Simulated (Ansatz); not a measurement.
In doubt: one-shot GW on d or f shells is unsure, so the values of those runs are not to be relied on.

Two G0W0 runs on LuBrO (layers cut from the bulk crystal).

The cell holds 6 atoms: 2 Br, 2 Lu and 2 O. Cell: a = 3.697 Å, b = 3.697 Å, c = 34.200 Å, α = 90.0°, β = 90.0°, γ = 90.0°. It derives from LuBrO. Vacuum lies along c.

```xyz
6
Lattice="3.6969 0.0000 0.0000 0.0000 3.6969 0.0000 0.0000 0.0000 34.2000" Properties=species:S:1:pos:R:3
Br    1.8484    0.0000   14.3541
Lu    0.0000    1.8484   15.9841
O     1.8484    1.8484   17.1000
O     0.0000    0.0000   17.1000
Lu    1.8484    0.0000   18.2159
Br    0.0000    1.8484   19.8459
```

The structure was relaxed with PBEsol-D3(BJ). The runs that relaxed it are not among those shown. Spin-orbit coupling is left out unless a run names it.

The first (Ansatz 0.2.0; start PBEsol, 6×6×1 mesh, 556 empty bands, screening to 65 eV, PAW set soft_1 files; 1 × NVIDIA H100 80GB HBM3 (shared by 6 runs) with 3 threads of AMD EPYC 7R13 (Zen 3), shared host) gave, on its mesh: starting gap 4.34 eV, G0W0 gap 6.59 eV, mean of 1 + 4πα/V (set by the cell height) 1.61, 2.4 min.

The second gave: starting gap 4.34 eV, G0W0 gap 6.70 eV, mean of 1 + 4πα/V (set by the cell height) 1.63, 76 s.

**Question.** What was changed in the input? Choose among start, files, mesh, bands and cutoff, frequency model or another key.

Changed: empty bands from 556 to 229 and screening cutoff (eV) from 65.0 to 36. The starting gap stayed, which rules out the functional and points to the GW step. Other changes could give like numbers; this is the one that was made.

Limits: not at the basis limit; coarse mesh for a sheet; no spin-orbit coupling.

[Paths, hosts, dates, memory and timing lines, banners, echoed tables and standing remarks are left out of the program output.]

[Logs are printed without paths, hosts, clocks, repeated set-up lines and the standing remarks that a program may print on its own settings, such as how far it seeks lower states.]

[Runs of the session that timed out or met a known fault of the program may be left out.]

[Cells called generated may have been cut or substituted from an entry of the Crystallography Open Database or the Materials Project.]

[Hosts, paths, dates, database ids (printed as entryN), source tags and the programs' standing remarks are cut or masked in the printed files.]
